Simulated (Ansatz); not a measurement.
# From LDA to G0W0: TiO2 (C2/c), part 2 of 2

Wanted: the gap of TiO2 (C2/c) with a many-body correction, and the time that it takes.

Ansatz 0.2.0; LDA, then G0W0 on it, plane waves, PAW. Known limits of the many-body steps: finite bands, screening cutoff and k mesh; no spin-orbit coupling in G0W0.

So far. Step 2 (The LDA band structure): Over mesh and path the gap is 1.938 eV, from k = (-0.450, 0.450, 0.000) to k = Γ. The least direct gap found is 2.305 eV, at k = (0.000, 0.000, 0.250). On the 6×6×6 mesh alone the same run gives 1.977 eV, so that mesh misses an edge of LDA: 1.977 − 1.938 = +0.039 eV.

In doubt: masses and optical values from hybrid runs of this build are listed as unsure (in some of the runs), which bears on the screening that GW takes from such a start.

## (3) One-shot GW

G0W0 replaces the xc potential by a self-energy built once from the orbitals of the start. Levels are corrected in the window of bands that the input names, at points of the mesh.

This step: G0W0 on LDA, plane waves, PAW; PAW set soft_1.

input.yaml

```yaml
crystal:
  lattice:
    - [2.706034, -2.706655, 0.0]
    - [2.706034, 2.706655, 0.0]
    - [-2.633531, 0.0, 4.796637]
  atoms:
    - { symbol: Ti, position: [0.13411, 0.86589, 0.25] }
    - { symbol: Ti, position: [0.86589, 0.13411, 0.75] }
    - { symbol: O, position: [0.331221, 0.088755, 0.667149] }
    - { symbol: O, position: [0.668779, 0.911245, 0.332851] }
    - { symbol: O, position: [0.911245, 0.668779, 0.832851] }
    - { symbol: O, position: [0.088755, 0.331221, 0.167149] }
kpoints:
  mp_grid: { grid: [6, 6, 4] }
hamiltonian:
  xc: lda
  pseudopotentials: { kind: paw, azcp: { folder: soft_1 }, xc_functional: pbe }
scf:
  occupations: { method: fixed }
gw:
  n_empty_bands: 556
  ecut_chi: 230.0
  qp_bands: [v2, c2]
  qp_kpoints: band_edges
  screening: { model: contour_deformation }
```

The run is started by

```
ansatz run input.yaml --threads 3 --pin off --max-ram 92160MiB --backend cuda --events-out ev --progress --plain --runs-dir out --devices 1 --max-vram 13GiB
```

Numbers of over 12 decimals in the logs are rounded to 6 here.

The program printed:

```text
GPUs: using 1 of 1 available (devices: 1).
[...]
GPU FFT provider: cuFFT
GPU libraries: cuBLAS 13.8.2, cuFFT 12.4.0, cuSOLVER 12.3.4
Crystal: 6 atoms, lattice volume = 70.264 Å³
Basis set: ecut = 420 eV, 1363 PW (Γ)
Bands: 30, of which v1, the nominal top of the filled ones, is band 24 counted from 1 (23 counted from 0)
Symmetry: 4 space group operations
[...]
k-points: 47 of 144
[...]
GPU buffer pool allocated for 29160 grid points (all kernels)
[...]
SCF iter   1: F=—  HF=-7130.694543 eV  |F-HF|=—  |Δ(HF+E_count)|=         —  Δρ=4.87e-2  dr2=1.80e0  ethr=3.10e-3  ⟨swp⟩=4.2  Hψ=4714  notcnv=0  defer=105
[...]
SCF iter   9: F=-7130.302438 eV  HF=-7130.302438 eV  |F-HF|=5.18e-11  |Δ(HF+E_count)|=   1.51e-8  Δρ=3.09e-6  dr2=5.93e-9  ethr=2.08e-10  ⟨swp⟩=7.5  Hψ=4174  notcnv=0
SCF 1 converged in 9 iterations: F = -7130.302438 eV  dr2 = 5.93e-9
[...]
NSCF: frozen V_eff on 47 k-points, pencils in batches of 32, up to order 120
the band table was solved once the SCF had ended and its energy, with any forces and stress, was formed, with the checks that follow a solve (5680 applications of the Hamiltonian). They found nothing against the state; the energy, forces and stress were not computed again (output.eigenvalues in the input reference)
[...]
NSCF: frozen V_eff on 47 k-points
G₀W₀ screening: q 1/47
[... further progress lines ...]
[...]
SCF converged after 9 iterations
Free energy (F): -7130.302438 eV
[...]
Internal energy: -7130.302438 eV  (E = F + TS)
E sigma→0 (E₀):  -7130.302438 eV
Fermi energy:    6.464625 eV
[...]
--- Band table (eV; the first three rows and the last of 47) ---
  k-point 0: bands = [... 20 lower, 5.6973, 5.7497, 6.0236, 6.0293, 8.4414, 9.1774, 10.2170, 10.2253, ... 2 higher]
  k-point 1: bands = [... 20 lower, 5.4068, 5.4252, 6.2354, 6.2378, 8.5424, 9.0623, 10.0838, 10.0956, ... 2 higher]
  k-point 2: bands = [... 20 lower, 5.2155, 5.2155, 6.3399, 6.3399, 8.7955, 8.7955, 10.0448, 10.0448, ... 2 higher]
  k-point 46: bands = [... 20 lower, 4.4238, 4.4238, 6.4438, 6.4438, 9.6538, 9.6538, 10.1227, 10.1227, ... 2 higher]
--- G₀W₀: contour deformation, 7 samples at zero and on the imaginary axis and 1 off it, 144 q-points, 556 empty bands' worth ---
  eigenvalues of the whole cell's RPA ε∞ on this k-mesh (on a slab, of 1 + 4πα/V) = 6.1292, 6.8300, 7.0246; static W/v taken at q = 0 is 0.150689
  gw.qp_kpoints: band_edges: 39 of 47 stored k-points solved, in 1 pass; an edge of the gap read off the rows below is read off those points alone
    valence top: of the k-points left out ik 24 came nearest to being solved in a further pass, in band 24 (counted from 1, as in the quasiparticle table): it holds the edge there only if its correction is more favourable than any solved in that band by at least 0.493 eV; those differ by 0.073 eV
    conduction bottom: of the k-points left out ik 9 came nearest to being solved in a further pass, in band 25 (counted from 1, as in the quasiparticle table): it holds the edge there only if its correction is more favourable than any solved in that band by at least 0.750 eV; those differ by 0.159 eV
    ik  band        ε_KS         Σx   Σc(E_QP)       V_xc       Z   E_QP_lin       E_QP  E_QP is
     0    23      6.0236   -25.1017     4.3762   -20.3846  0.6895     5.6797     5.6826  root
     0    24      6.0293   -25.1147     4.3904   -20.3817  0.6895     5.6837     5.6866  root
     0    25      8.4414   -13.0555    -6.7928   -21.1264  0.7224     9.7546     9.7194  root
     0    26      9.1774   -13.4481    -7.6655   -22.4486  0.7007    10.5619    10.5125  root
     1    23      6.2354   -25.6985     4.2090   -21.1559  0.6998     5.8993     5.9017  root
     1    24      6.2378   -25.6997     4.2173   -21.1480  0.6998     5.9011     5.9035  root
     1    25      8.5424   -13.0949    -6.9108   -21.2931  0.7197     9.8668     9.8298  root
     1    26      9.0623   -13.3724    -7.5244   -22.2247  0.7045    10.4372    10.3903  root
     2    23      6.3399   -25.8883     4.2074   -21.3432  0.7024     5.9997     6.0021  root
     2    24      6.3399   -25.8883     4.2074   -21.3432  0.7024     5.9997     6.0021  root
     2    25      8.7955   -13.2155    -7.2066   -21.7305  0.7126    10.1457    10.1038  root
     2    26      8.7955   -13.2155    -7.2066   -21.7305  0.7126    10.1457    10.1038  root
     3    23      5.7313   -25.6258     4.0199   -21.2896  0.7031     5.4129     5.4151  root
     3    24      6.0244   -25.4085     4.3249   -20.7225  0.6972     5.6603     5.6634  root
     3    25      9.0166   -14.1577    -6.4934   -21.8434  0.7092    10.2418    10.2089  root
     3    26      9.2603   -13.3882    -7.6993   -22.4133  0.6998    10.6355    10.5860  root
     4    23      5.9403   -25.4229     4.0299   -21.0836  0.7007     5.6287     5.6309  root
     4    24      6.0037   -25.2889     4.2194   -20.7408  0.6961     5.6725     5.6750  root
     4    25      8.9974   -13.4873    -7.0580   -21.8131  0.7097    10.3048    10.2651  root
     4    26      9.2655   -13.9731    -7.1047   -22.3260  0.7010    10.5551    10.5137  root
     5    23      5.9650   -25.3782     4.1068   -20.9541  0.6985     5.6453     5.6476  root
     5    24      6.0313   -25.4102     4.1493   -20.9382  0.6990     5.7061     5.7085  root
     5    25      8.9292   -13.3337    -7.1222   -21.7318  0.7109    10.2450    10.2050  root
     5    26      9.3315   -14.0914    -7.0561   -22.3886  0.6999    10.6139    10.5727  root
     6    23      5.8309   -25.5251     3.9141   -21.3124  0.7042     5.5304     5.5323  root
     6    24      5.9872   -25.1954     4.3612   -20.4761  0.6941     5.6259     5.6290  root
     6    25      8.9339   -13.7376    -6.8097   -21.7827  0.7103    10.2054    10.1693  root
     6    26      9.3433   -13.7782    -7.3916   -22.4536  0.6988    10.6729    10.6271  root
    14    23      5.8215   -25.6403     4.2554   -21.0183  0.7027     5.4519     5.4549  root
    14    24      6.1836   -25.3393     4.3136   -20.6813  0.6951     5.8364     5.8391  root
    14    25      9.2038   -13.4291    -7.5684   -22.3233  0.7035    10.5774    10.5297  root
    14    26      9.3786   -14.2216    -6.7869   -22.2128  0.7013    10.6205    10.5828  root
    15    23      5.7334   -24.8656     4.1883   -20.3578  0.6919     5.4114     5.4139  root
    15    24      5.9842   -24.9865     4.2321   -20.4297  0.6931     5.6570     5.6595  root
    15    25      9.1761   -13.7257    -7.1752   -22.1742  0.7060    10.4913    10.4495  root
    15    26      9.3500   -13.9673    -7.0567   -22.2757  0.7027    10.6429    10.6017  root
    16    23      5.6925   -25.3483     4.1313   -20.8795  0.6999     5.3524     5.3551  root
    16    24      6.0116   -25.1627     4.2569   -20.5610  0.6960     5.6640     5.6667  root
    16    25      9.2386   -13.9244    -7.0116   -22.1722  0.7031    10.5143    10.4748  root
    16    26      9.3331   -13.8966    -7.2019   -22.3831  0.7047    10.6610    10.6176  root
[...]
44    23      6.4536   -25.6582     4.3147   -21.0111  0.6976     6.1189     6.1213  root
    44    24      6.4646   -25.5693     4.2829   -20.9667  0.6965     6.1427     6.1450  root
    44    25      9.6302   -13.8346    -7.8700   -23.0386  0.6926    11.0182    10.9642  root
    44    26      9.6660   -13.8197    -7.8058   -22.9541  0.6937    11.0475    10.9946  root
    45    23      6.2052   -24.9352     4.0715   -20.5787  0.6943     5.9183     5.9202  root
    45    24      6.3239   -25.1081     4.1114   -20.7088  0.6949     6.0342     6.0361  root
    45    25      9.7433   -14.3720    -7.6206   -23.2834  0.6892    11.0856    11.0342  root
    45    26      9.8916   -14.4683    -7.4441   -23.1780  0.6887    11.2066    11.1572  root
    46    23      6.4438   -25.5831     4.2848   -20.9744  0.6969     6.1176     6.1199  root
    46    24      6.4438   -25.5831     4.2848   -20.9744  0.6969     6.1176     6.1199  root
    46    25      9.6538   -13.8657    -7.8011   -22.9924  0.6929    11.0324    10.9794  root
    46    26      9.6538   -13.8657    -7.8011   -22.9924  0.6929    11.0324    10.9794  root
```

Run time: 6.3 min. Hardware: 1 × NVIDIA H100 80GB HBM3 (shared by 6 runs) with 3 threads of AMD EPYC 7R13 (Zen 3), shared host; peak memory 3.8 GiB.

Numbers from this step:

```yaml
bands_summed: 580
rpa_eps_infinity_on_this_mesh_eigenvalues: 6.129, 6.830, 7.025
plane_waves_in_the_screening_matrix: 563
q_points_in_the_mesh: 144
g0w0_gap_over_the_corrected_points: 3.574 eV
k_of_the_valence_top: -0.5, -0.5, 0
k_of_the_conduction_bottom: 0, 0, 0
starting_gap_on_the_mesh: 1.977 eV
z_at_the_valence_top: 0.6965
z_at_the_conduction_bottom: 0.7224
least_direct_g0w0_gap_over_the_corrected_points: 3.926 eV
```

Over 39 of 47 irreducible mesh points the G0W0 gap is 3.574 eV, from k = (-0.500, -0.500, 0.000) to k = Γ. The LDA gap of this run on the mesh is 1.977 eV. The two states that bound the G0W0 gap lie that far apart at the start, so the correction of the gap is 3.574 − 1.977 = +1.597 eV. The start of this run differs from the step before in mesh (6×6×6 and 6×6×4).

Labels follow the order of the start: v1 is the top filled band, c1 the lowest empty one; levels that stay degenerate share a row, the window can cut a multiplet, doubted levels are not marked in this list, bands outside the window were not corrected, and the list may be a part of the corrected levels. Levels before and after the correction, in eV, zero at the valence-band top of each column:

|  | conduction bottom | valence top |
| --- | --- | --- |
| Kohn-Sham | 1.98 | 0.00 |
| G0W0 | 3.57 | 0.00 |

|  | level | occupation | energy (eV) |
| --- | --- | --- | --- |
| Kohn-Sham | Γ v2 | 2 | -0.441 |
| Kohn-Sham | Γ v1 | 2 | -0.435 |
| Kohn-Sham | Γ c1 | 0 | 1.977 |
| Kohn-Sham | Γ c2 | 0 | 2.713 |
| Kohn-Sham | (-0.5 -0.5 0) v2 | 2 | -0.011 |
| Kohn-Sham | (-0.5 -0.5 0) v1 | 2 | 0.000 |
| Kohn-Sham | (-0.5 -0.5 0) c1 | 0 | 3.166 |
| Kohn-Sham | (-0.5 -0.5 0) c2 | 0 | 3.201 |
| G0W0 | Γ v2 | 2 | -0.462 |
| G0W0 | Γ v1 | 2 | -0.458 |
| G0W0 | Γ c1 | 0 | 3.574 |
| G0W0 | Γ c2 | 0 | 4.367 |
| G0W0 | (-0.5 -0.5 0) v2 | 2 | -0.024 |
| G0W0 | (-0.5 -0.5 0) v1 | 2 | 0.000 |
| G0W0 | (-0.5 -0.5 0) c1 | 0 | 4.819 |
| G0W0 | (-0.5 -0.5 0) c2 | 0 | 4.850 |

The parts of the quasiparticle energy for the two states that bound the G0W0 gap, in eV on the run's own scale (QP = start + Σx + Σc − Vxc, with Σc at the quasiparticle energy):

| edge | k | band | start | Σx | Σc | Vxc | Z | QP |
| --- | --- | --- | --- | --- | --- | --- | --- | --- |
| valence top | (-0.500, -0.500, 0.000) | 24 | 6.465 | −25.569 | 4.283 | −20.967 | 0.697 | 6.145 |
| conduction bottom | Γ | 25 | 8.441 | −13.056 | −6.793 | −21.126 | 0.722 | 9.719 |

## (4) The runs together

Each gap is the least one over the points named; times are wall times on shared hosts, not benchmarks. A G0W0 time includes the run's own self-consistent start. Rows marked * are further runs, not shown as steps, whose inputs differ from the G0W0 step on the same start in the columns given; solver thresholds can differ too.

| level | mesh | files, cutoff | bands summed, screening | points | gap (eV) | valence top | conduction bottom | least direct gap (eV) | time |
| --- | --- | --- | --- | --- | --- | --- | --- | --- | --- |
| LDA | 6×6×6 | soft_1 PAW, 420 eV | - | mesh and path | 1.938 | (-0.450, 0.450, 0.000) | Γ | 2.305 | 14 s |
| G0W0@LDA* | 6×6×4 | soft_1 PAW, 420 eV | 115, 69 eV | 39 of 47 irreducible mesh points | 3.606 | (-0.500, -0.500, 0.000) | Γ | 3.942 | 50 s |
| G0W0@LDA* | 6×6×4 | soft_1 PAW, 420 eV | 282, 138 eV | 39 of 47 irreducible mesh points | 3.529 | (-0.500, -0.500, 0.000) | Γ | 3.877 | 70 s |
| G0W0@LDA | 6×6×4 | soft_1 PAW, 420 eV | 580, 230 eV | 39 of 47 irreducible mesh points | 3.574 | (-0.500, -0.500, 0.000) | Γ | 3.926 | 6.3 min |
| G0W0@LDA* | 4×4×4 | soft_1 PAW, 420 eV | 282, 138 eV | 18 of 24 irreducible mesh points | 3.523 | (-0.500, -0.500, 0.000) | Γ | 3.875 | 22 s |
| G0W0@LDA* | 6×6×4 | soft_1 PAW, 420 eV | 282, 138 eV, plasmon pole | 39 of 47 irreducible mesh points | 3.547 | (-0.500, -0.500, 0.000) | Γ | 3.906 | 2.3 min |

## (5) Outcome

```
LDA gap over mesh and path                         : 1.938 eV, from k = (-0.450, 0.450, 0.000) to k = Γ
G0W0@LDA gap over 39 of 47 irreducible mesh points : 3.574 eV, from k = (-0.500, -0.500, 0.000) to k = Γ
GW settings                                        : 6×6×4 mesh, 556 empty bands, screening to 230 eV, PAW set soft_1 files
known limits                                       : finite bands, screening cutoff and k mesh; no spin-orbit coupling in G0W0
```

**Reading.** Over 39 of 47 irreducible mesh points the G0W0 gap is 3.574 eV, from k = (-0.500, -0.500, 0.000) to k = Γ. The LDA gap of this run on the mesh is 1.977 eV. The two states that bound the G0W0 gap lie that far apart at the start, so the correction of the gap is 3.574 − 1.977 = +1.597 eV. The valence state moves by 6.145 − 6.465 = −0.320 eV and the conduction state by 9.719 − 8.441 = +1.278 eV, on the run's own scale; with 115 bands the edge states move by +0.171 and +1.800 eV, so the split between the edges depends on the bands and cutoff. Over mesh and path, LDA puts the valence top at k = (-0.450, 0.450, 0.000), where no G0W0 correction was computed. The G0W0 gap over the whole zone is therefore not known from this run; at its settings it can only be equal to or under the 3.574 eV found, and no correction is carried over from another point. For the start itself the gap is 1.938 eV over mesh and path and 1.977 eV on the mesh of the G0W0 run, in runs that differ in mesh (6×6×6 and 6×6×4). From 115 bands and 69 eV to 580 bands and 230 eV the gap moves by 3.574 − 3.606 = −0.032 eV (rung by rung 3.606, 3.529, 3.574 eV); bands and screening cutoff rise together, so their parts are not told apart. The gap turns back along the series (3.606, 3.529, 3.574 eV), so no line is drawn and the limit is not known. With the 4×4×4 mesh in place of the 6×6×4 mesh and all else as in the G0W0@LDA row with 282 bands, the gap differs by 3.523 − 3.529 = −0.006 eV, and that of the start by 1.974 − 1.977 = −0.003 eV. With the plasmon pole model in place of the contour deformation model and all else as in the G0W0@LDA row with 282 bands, the gap differs by 3.547 − 3.529 = +0.018 eV. G0W0 on other starts in this series, not shown as steps and not all at these settings: 3.456 eV on r2SCAN (6×6×4, soft_1 PAW, 282 bands, 138 eV) and 3.839 eV on HSE06 (6×6×4, soft_1 PAW, 282 bands, 138 eV). The G0W0 runs are scalar-relativistic. G0W0@LDA runs of this series with other atomic data on the same mesh, not shown as steps, give 3.531 eV (hard PAW, 930 eV, 282 bands, screening to 138 eV; the table's row with the same empty bands and screening cutoff has 3.529 eV); where bands and cutoffs differ too, the part of the files is not isolated.

[Paths, hosts, dates, memory and timing lines, banners, echoed tables and standing remarks are left out of the program output.]

[Logs are printed without paths, hosts, clocks, repeated set-up lines and the standing remarks that a program may print on its own settings, such as how far it seeks lower states.]

[Runs of the session that timed out or met a known fault of the program may be left out.]

[Cells called generated may have been cut or substituted from an entry of the Crystallography Open Database or the Materials Project.]

[Hosts, paths, dates, database ids (printed as entryN), source tags and the programs' standing remarks are cut or masked in the printed files.]

[Where an RPA ε∞ is given, it is that of the G0W0 mesh and is not shown converged in it. Names of k-points follow the symmetry that the program found, which can be lower than the space group named. Band edges on a path are those of the sampled points; other points can move an edge, and change direct to indirect where valleys lie close.]

[Hybrid gaps are those of their k-mesh and are not shown converged in it.]
